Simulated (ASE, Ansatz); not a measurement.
## Localised basis functions on twisted silicene bilayer, 13.17° (76 atoms)

Aim: test how closely localised support functions follow the reference on twisted silicene bilayer, 13.17° (76 atoms), and at what cost. A setting counts as converged where the r.m.s. difference of forces stays under 1 % of the r.m.s. force.

Method: Kohn-Sham DFT, PBE+D3(BJ), PAW (set soft_2), plane waves, in Ansatz 0.2.0.

## (1) The starting structure

The cell holds 76 atoms: 76 Si. Cell: a = 16.825 Å, b = 16.825 Å, c = 20.140 Å, α = 90.0°, β = 90.0°, γ = 120.0°. It derives from Si (silicene). Silicene (a = 3.86 Å) under silicene (a = 3.86 Å), bilayer, commensurate cell of 19 unit cells a layer, twist 13.17 deg; facing planes 3.26 Å apart; 16 Å of vacuum; layers as built, displaced by a Gaussian of 0.01 Å. Regions: layer 1, 38 atoms (38 Si); layer 2, 38 atoms (38 Si). Vacuum lies along c.

Before any run, some limits are plain. Beside vacuum, support functions can miss their usual error bounds without a warning. Sampling is at Γ alone, for a cell whose shortest periodic width is 15 Å.

## (2) Plane-wave single point

This run is the reference for what follows, at a cutoff of 420 eV.

File input.yaml:

```yaml
crystal:
  lattice:
    - [16.8253, 0.0, 0.0]
    - [-8.41265, 14.57114, 0.0]
    - [0.0, 0.0, 20.14]
  atoms:
    - { symbol: Si, position: [0.17495, 0.77142, 0.41904] }
    - { symbol: Si, position: [0.19352, 0.64934, 0.39677] }
    - { symbol: Si, position: [0.28094, 0.03559, 0.41971] }
    - { symbol: Si, position: [0.29952, 0.91295, 0.39734] }
    - { symbol: Si, position: [0.12333, 0.14082, 0.41888] }
    - { symbol: Si, position: [0.13941, 0.01718, 0.3974] }
    - { symbol: Si, position: [0.22762, 0.40196, 0.41871] }
    - { symbol: Si, position: [0.24545, 0.28002, 0.39728] }
    - { symbol: Si, position: [0.33271, 0.66539, 0.41942] }
    - { symbol: Si, position: [0.34984, 0.54371, 0.39762] }
    - { symbol: Si, position: [0.43731, 0.92947, 0.41943] }
    - { symbol: Si, position: [0.45669, 0.80655, 0.39709] }
    - { symbol: Si, position: [0.38637, 0.2991, 0.41951] }
    - { symbol: Si, position: [0.40312, 0.17572, 0.397] }
    - { symbol: Si, position: [0.49028, 0.56099, 0.41892] }
    - { symbol: Si, position: [0.50904, 0.43919, 0.39729] }
    - { symbol: Si, position: [0.59523, 0.82394, 0.41887] }
    - { symbol: Si, position: [0.61511, 0.70213, 0.39666] }
    - { symbol: Si, position: [0.70154, 0.08729, 0.42012] }
    - { symbol: Si, position: [0.71839, 0.96413, 0.39769] }
    - { symbol: Si, position: [0.54467, 0.19318, 0.41975] }
    - { symbol: Si, position: [0.56208, 0.07034, 0.39763] }
    - { symbol: Si, position: [0.64835, 0.45575, 0.41939] }
    - { symbol: Si, position: [0.66626, 0.3329, 0.39753] }
    - { symbol: Si, position: [0.75491, 0.71987, 0.41936] }
    - { symbol: Si, position: [0.77185, 0.5964, 0.39703] }
    - { symbol: Si, position: [0.85974, 0.98323, 0.41946] }
    - { symbol: Si, position: [0.87702, 0.85881, 0.39757] }
    - { symbol: Si, position: [0.80658, 0.34987, 0.41908] }
    - { symbol: Si, position: [0.82398, 0.22731, 0.39837] }
    - { symbol: Si, position: [0.91361, 0.61462, 0.41918] }
    - { symbol: Si, position: [0.93032, 0.49199, 0.39644] }
    - { symbol: Si, position: [0.01795, 0.87755, 0.41881] }
    - { symbol: Si, position: [0.03563, 0.75508, 0.39685] }
    - { symbol: Si, position: [0.96447, 0.24538, 0.41925] }
    - { symbol: Si, position: [0.98324, 0.12289, 0.39728] }
    - { symbol: Si, position: [0.07263, 0.50983, 0.41894] }
    - { symbol: Si, position: [0.08675, 0.38592, 0.39762] }
    - { symbol: Si, position: [0.24584, 0.96487, 0.60196] }
    - { symbol: Si, position: [0.22984, 0.82515, 0.58136] }
    - { symbol: Si, position: [0.19338, 0.54462, 0.60375] }
    - { symbol: Si, position: [0.17567, 0.4043, 0.58038] }
    - { symbol: Si, position: [0.35172, 0.80704, 0.60316] }
    - { symbol: Si, position: [0.33303, 0.66706, 0.58133] }
    - { symbol: Si, position: [0.50864, 0.07052, 0.60246] }
    - { symbol: Si, position: [0.49187, 0.9303, 0.58115] }
    - { symbol: Si, position: [0.13899, 0.12203, 0.60264] }
    - { symbol: Si, position: [0.12215, 0.9817, 0.58032] }
    - { symbol: Si, position: [0.29771, 0.38597, 0.60277] }
    - { symbol: Si, position: [0.28124, 0.24559, 0.58147] }
    - { symbol: Si, position: [0.45639, 0.64902, 0.60219] }
    - { symbol: Si, position: [0.4388, 0.50956, 0.58096] }
    - { symbol: Si, position: [0.61441, 0.9133, 0.60303] }
    - { symbol: Si, position: [0.59629, 0.77215, 0.58065] }
    - { symbol: Si, position: [0.40307, 0.22738, 0.60323] }
    - { symbol: Si, position: [0.38633, 0.08765, 0.58166] }
    - { symbol: Si, position: [0.56212, 0.49134, 0.60255] }
    - { symbol: Si, position: [0.54426, 0.35061, 0.58116] }
    - { symbol: Si, position: [0.72034, 0.75388, 0.60219] }
    - { symbol: Si, position: [0.7009, 0.61476, 0.58132] }
    - { symbol: Si, position: [0.87643, 0.01616, 0.60305] }
    - { symbol: Si, position: [0.86036, 0.87684, 0.58081] }
    - { symbol: Si, position: [0.66729, 0.33359, 0.60299] }
    - { symbol: Si, position: [0.6504, 0.19431, 0.58168] }
    - { symbol: Si, position: [0.82531, 0.59647, 0.60278] }
    - { symbol: Si, position: [0.80719, 0.4565, 0.58153] }
    - { symbol: Si, position: [0.98297, 0.85959, 0.60237] }
    - { symbol: Si, position: [0.96538, 0.72029, 0.58029] }
    - { symbol: Si, position: [0.77166, 0.17566, 0.60325] }
    - { symbol: Si, position: [0.75475, 0.03496, 0.58098] }
    - { symbol: Si, position: [0.9295, 0.43917, 0.60328] }
    - { symbol: Si, position: [0.91054, 0.2968, 0.58168] }
    - { symbol: Si, position: [0.08671, 0.7008, 0.60267] }
    - { symbol: Si, position: [0.06993, 0.56175, 0.58122] }
    - { symbol: Si, position: [0.03488, 0.28058, 0.60205] }
    - { symbol: Si, position: [0.01677, 0.14031, 0.5814] }
kpoints:
  mp_grid: { grid: [1, 1, 1] }
hamiltonian:
  xc: pbe
  dispersion: d3bj
scf:
  occupations: { method: fermi_dirac, width: 0.025 }
output:
  forces: true
  populations: true
  dos:
    method: { smearing: { sigma: 0.15 } }
    de: 0.1
    projected:
      site_lists:
        Si: [Si]
        layer_1: [0, 1, 2, 3, 4, 5, 6, 7, 8, 9, 10, 11, 12, 13, 14, 15, 16, 17, 18, 19, 20, 21, 22, 23, 24, 25, 26, 27, 28, 29, 30, 31, 32, 33, 34, 35, 36, 37]
        layer_2: [38, 39, 40, 41, 42, 43, 44, 45, 46, 47, 48, 49, 50, 51, 52, 53, 54, 55, 56, 57, 58, 59, 60, 61, 62, 63, 64, 65, 66, 67, 68, 69, 70, 71, 72, 73, 74, 75]
  eigenvalues: true
```

Launch:

```bash
> ansatz run input.yaml --threads 32 --pin off --max-ram 92160MiB --backend cuda --events-out ev --progress --plain --runs-dir out --max-vram 78GiB
```

Numbers of over 12 decimals in the logs are rounded to 6 here.

The program printed:

```text
Engine: ansatz 0.2.0, aarch64-unknown-linux-gnu
Pseudopotentials: kind: paw
Pseudopotential: Si, paw, valence charge 4, recommended cutoff 420 eV (normal), Si.paw.azcp
[... 5 lines on functional and potentials left out ...]
device memory: the entry about to start is reckoned to put 6.9 GiB on a device that reports 176.6 GiB free (of which the cap on the GPU budget leaves the run 78.0 GiB)
GPU FFT provider: cuFFT
GPU libraries: cuBLAS 13.8.1, cuFFT 12.4.0, cuSOLVER 12.3.2
GPU matrix products: emulated (plane waves: as basis.precision tells), large ones in fixed point in workspaces of 1.00 GiB
Crystal: 76 atoms, lattice volume = 4937.599 Å³
Basis set: ecut = 420 eV, 96559 PW (Γ), exchange–correlation on 240×240×270 points (8 copies of the dense FFT grid, shifted against one another)
Bands: 228, of which v1, the nominal top of the filled ones, is band 152 counted from 1 (151 counted from 0)
Symmetry: 1 space group operations
Space group: P1 (ITA 1), of the structure as read, at distance tolerance 1.7e-4 Å
k-points: 1
[... 3 lines on functional and potentials left out ...]
Initial density: superposition of atomic densities (neutral atoms: chi_scale 0, normalization atom), corrected by the library's trained network
Initial wavefunctions: pseudopotential atomic-orbital guess
GPU buffer pool allocated for 1944000 grid points (all kernels)
GPU transforms: local potential and band sums: pruned to the plane-wave sphere, on 120×120×135
Functional: x = pbe(κ = 0.804, μ = 0.219515), c = pbe(β = 0.066725)
SCF iter   1: F=—  HF=-48293.593403 eV  |F-HF|=—  |Δ(HF+E_count)|=         —  Δρ=1.90e-3  dr2=4.17e-1  ethr=1.77e-3  ⟨swp⟩=8.0  Hψ=1250  notcnv=0  defer=30
preconditioner: auto → Resta (q_TF=auto, 1.714 Å⁻¹)  ε∞=2.7  [insulator: Δε(μ)=0.419 eV  Ē_g=7.087 eV  σ=0.025 eV  W_gap=1.00  n_scr=424 (ndim 8)  ℏωp=9.2 eV  f_vac=0.572  D(μ)=0.05/eV (n_scr^D=0)  ε∞_Penn≈2.7  vacuum switching on, ρ_ref=3.6e-3 e/Å³]
SCF iter   2: F=—  HF=-48293.630459 eV  |F-HF|=—  |Δ(HF+E_count)|=   3.71e-2  Δρ=1.10e-3  dr2=4.39e-1  ethr=1.37e-4  ⟨swp⟩=4.0  Hψ=433  notcnv=0  defer=64
SCF iter   3: F=—  HF=-48293.618326 eV  |F-HF|=—  |Δ(HF+E_count)|=   1.21e-2  Δρ=8.03e-4  dr2=2.91e-1  ethr=1.37e-4  ⟨swp⟩=3.0  Hψ=271  notcnv=0  defer=64
SCF iter   4: F=—  HF=-48293.596013 eV  |F-HF|=—  |Δ(HF+E_count)|=   2.23e-2  Δρ=3.35e-4  dr2=1.48e-2  ethr=9.58e-5  ⟨swp⟩=2.0  Hψ=179  notcnv=0  defer=64
SCF iter   5: F=—  HF=-48293.596493 eV  |F-HF|=—  |Δ(HF+E_count)|=   4.80e-4  Δρ=1.30e-4  dr2=4.15e-3  ethr=4.85e-6  ⟨swp⟩=2.0  Hψ=255  notcnv=0  defer=64
SCF iter   6: F=—  HF=-48293.600819 eV  |F-HF|=—  |Δ(HF+E_count)|=   4.33e-3  Δρ=7.89e-5  dr2=3.47e-4  ethr=1.36e-6  ⟨swp⟩=2.0  Hψ=255  notcnv=0  defer=64
SCF iter   7: F=—  HF=-48293.601042 eV  |F-HF|=—  |Δ(HF+E_count)|=   2.23e-4  Δρ=2.70e-5  dr2=9.83e-5  ethr=1.14e-7  ⟨swp⟩=2.0  Hψ=316  notcnv=0  defer=64
SCF iter   8: F=—  HF=-48293.599233 eV  |F-HF|=—  |Δ(HF+E_count)|=   1.81e-3  Δρ=1.08e-5  dr2=5.22e-5  ethr=3.23e-8  ⟨swp⟩=2.0  Hψ=293  notcnv=0  defer=64
SCF iter   9: F=—  HF=-48293.599232 eV  |F-HF|=—  |Δ(HF+E_count)|=   8.69e-7  Δρ=5.92e-6  dr2=2.98e-6  ethr=1.72e-8  ⟨swp⟩=2.0  Hψ=221  notcnv=0  defer=64
SCF iter  10: F=—  HF=-48293.599234 eV  |F-HF|=—  |Δ(HF+E_count)|=   1.88e-6  Δρ=3.20e-6  dr2=1.54e-6  ethr=9.80e-10  ⟨swp⟩=2.0  Hψ=276  notcnv=0  defer=64
SCF iter  11: F=—  HF=-48293.599235 eV  |F-HF|=—  |Δ(HF+E_count)|=   6.67e-7  Δρ=1.47e-6  dr2=5.15e-7  ethr=5.06e-10  ⟨swp⟩=2.0  Hψ=253  notcnv=0  defer=64
SCF iter  12: F=-48293.599235 eV  HF=-48293.599235 eV  |F-HF|=5.35e-8  |Δ(HF+E_count)|=   1.17e-7  Δρ=5.98e-7  dr2=9.82e-8  ethr=3.29e-11  ⟨swp⟩=17.0  Hψ=1885  notcnv=0
SCF 1 converged in 12 iterations: F = -48293.599235 eV  dr2 = 9.82e-8
  greatest PAW one-centre occupation: 0.650 electrons in one spin orbital (limit 2), on the Si atom at site 4 (counted from 0), in its partial waves of l = 0
SCF converged after 12 iterations
Free energy (F): -48293.599235 eV
Harris-Foulkes:  -48293.599235 eV  (|F-HF|=5.35e-8)
Internal energy: -48293.598858 eV  (E = F + TS)
E sigma→0 (E₀):  -48293.599047 eV
Entropy (-TS):   -0.000377 eV (-0.005 meV/atom)
Fermi energy:    -1.254581 eV
--- Per-component energies (eV) ---
  E_band       = -1903.017712
  E_kinetic    = 2972.569112
  E_local      = -53431.168054  (includes V_loc(G=0)·N_el)
  E_nonlocal   = 1988.301258
  E_hartree    = 25108.088412
  E_xc         = -4134.072464
  E_vxc        = -3468.105751  (∫ρ·V_xc dr)
  E_paw        = -38964.278168  (= ΣΔE_a)
  E_vpaw       = -180.781039  (= ΣTr[D̂ρ^β])
  E_aug_tail   = 0.000485  (compensation charges beyond the density's cutoff)
  E_ewald      = 18187.627040
  E_disp       = -20.666479  (pairwise vdW)
  E_smearing   = -0.000377  (= −TS)
  E_closure    = 0.000000  (closes the sum)
  Σ components = -48293.599235   (vs F -48293.599235, Δ=0.00e0)
--- Forces (eV/Å), atoms counted from 1 ---
[... 76 lines of forces left out ...]
  max |Σ_I F_I| component: 1.95e-4 eV/Å
--- Band table (eV) ---
[... left out ...]
--- Löwdin populations: 76 sites ---
  site symbol       q [e]
[... 76 lines, one an atom, left out ...]
  spilling = 0.012140 (of n_electrons = 304.000000)
```

Wall time 2.6 s (1 × NVIDIA GB200 with 32 threads of Arm Neoverse V2, shared host); peak memory 1.3 GiB; 7 s of CPU time.

The column dr2 measures how far the density is from self-consistency, as an energy; F and HF (Harris–Foulkes) agree once it is small.

That memory is the host's; the program planned up to 6.9 GiB on the GPU. Forces of this run were stored rounded, and per-atom blocks of the log weren't kept.

Read from the output:

```yaml
free_energy: -48293.5992 eV
free_energy_per_atom: -635.4421 eV/atom
scf_cycles: 12
r_m_s_force_component: 0.1997 eV/Å
longest_force: 0.6562 eV/Å
fermi_energy: -1.255 eV
spilling_of_the_projection: 0.01214
```

Length of the force by element:

```csv
element,coordination,atoms,mean length of the force (eV/Å),spread,least,most
Si,all,76,0.321,0.13,0.111,0.656
```

The mean of these charges, 0.049 e, is only the charge that the projection spills.

Löwdin charges by element (they lack the spilled electrons, 0.049 e an atom on average):

| element | coordination | atoms | mean charge (e) | spread | least | most |
| --- | --- | --- | --- | --- | --- | --- |
| Si | all | 76 | 0.0486 | 0.0149 | 0.0168 | 0.0871 |

By region:

| region | atoms | mean length of the force (eV/Å) |
| --- | --- | --- |
| layer 1 | 38 | 0.319 |
| layer 2 | 38 | 0.322 |

States in the cell by windows of 1 eV, zero at the Fermi level; some projections on atomic orbitals stand beside the total:

```csv
from (eV),to (eV),total,Si p,layer 2,layer 1,Si s
-13,-12,0.0,0.0,0.0,0.0,0.0
-12,-11,3.5,0.2,1.8,1.7,3.3
-11,-10,24.5,4.6,12.1,12.2,19.7
-10,-9,34.3,10.5,17.3,16.7,23.5
-9,-8,13.7,4.4,6.5,7.0,9.2
-8,-7,12.7,6.1,6.6,6.0,6.5
-7,-6,35.2,18.6,17.1,17.7,16.2
-6,-5,0.0,0.0,0.0,0.0,0.0
-5,-4,38.5,29.4,19.4,18.6,8.7
-4,-3,24.6,22.7,11.8,12.4,1.5
-3,-2,61.2,58.7,30.1,30.2,1.6
-2,-1,32.1,30.7,15.8,15.8,0.9
-1,0,23.8,22.1,11.7,11.8,1.4
0,1,26.3,22.5,12.4,12.3,2.3
1,2,46.8,29.3,20.9,20.9,12.5
```

Not all projections were asked for or kept, so they needn't add up to the total.

The levels nearest the highest filled one (over half full), pooled over k-points and spins:

```
level less the highest filled one (eV)  occupation
                               -0.0665           2
                               -0.0639           2
                               -0.0446           2
                               -0.0357           2
                               -0.0258           2
                                     0           2
                                 0.412       0.001
                                 0.487           0
                                 0.495           0
                                 0.499           0
                                 0.553           0
                                 0.565           0
```

Löwdin charges run from +0.02 to +0.09 e, about a mean that is the spilled charge alone.

## (3) Structure statistics

Bonds and neighbours are counted at the geometry of the runs.

Normalised to the volume that the atoms fill. Pair distribution function in bins of 0.2 Å:

```csv
r (Å),total
2.20,4.48
2.40,0.12
2.60,0.00
2.80,0.00
3.00,0.00
3.20,0.02
3.40,0.11
3.60,0.11
3.80,3.43
4.00,0.33
4.20,0.37
4.40,1.48
4.60,0.45
4.80,0.27
5.00,0.25
5.20,0.46
5.40,0.18
5.60,0.25
5.80,0.63
6.00,1.19
6.20,0.36
6.40,0.28
6.60,1.04
6.80,0.39
7.00,0.29
7.20,0.17
7.40,0.22
7.60,0.30
```

Bonds by pair of elements; cutoffs follow the first minimum of g(r), held within bounds set by covalent radii, and pairs that aren't listed don't count as bonded:

| pair A-B | cutoff (Å) | bonds | mean length (Å) | spread (Å) | shortest (Å) | B about A | A about B |
| --- | --- | --- | --- | --- | --- | --- | --- |
| Si-Si | 2.68 | 114 | 2.27 | 0.014 | 2.23 | 3 | 3 |

How many atoms have how many bonded neighbours:

| element | mean | 3 |
| --- | --- | --- |
| Si | 3 | 76 |

Bond angles, per cent of each kind in bins of 5°:

```
angle (°)  Si-Si-Si
  110–115       0.9
  115–120      99.1
```

Bond angles (no mean is given where the spread exceeds 20°):

| angle | count | mean (°) | spread (°) |
| --- | --- | --- | --- |
| Si-Si-Si | 228 | 116 | 0.5 |

With the cutoffs above, all Si atoms have 3 bonded neighbours. The Si-Si-Si angle averages 116° with a spread of 0.5°.

(Part 1 of 2 ends here.)

[Logs are printed without paths, hosts, clocks, repeated set-up lines and the standing remarks that a program may print on its own settings, such as how far it seeks lower states.]

[Hosts, paths, dates, database ids (printed as entryN), source tags and the programs' standing remarks are cut or masked in the printed files.]
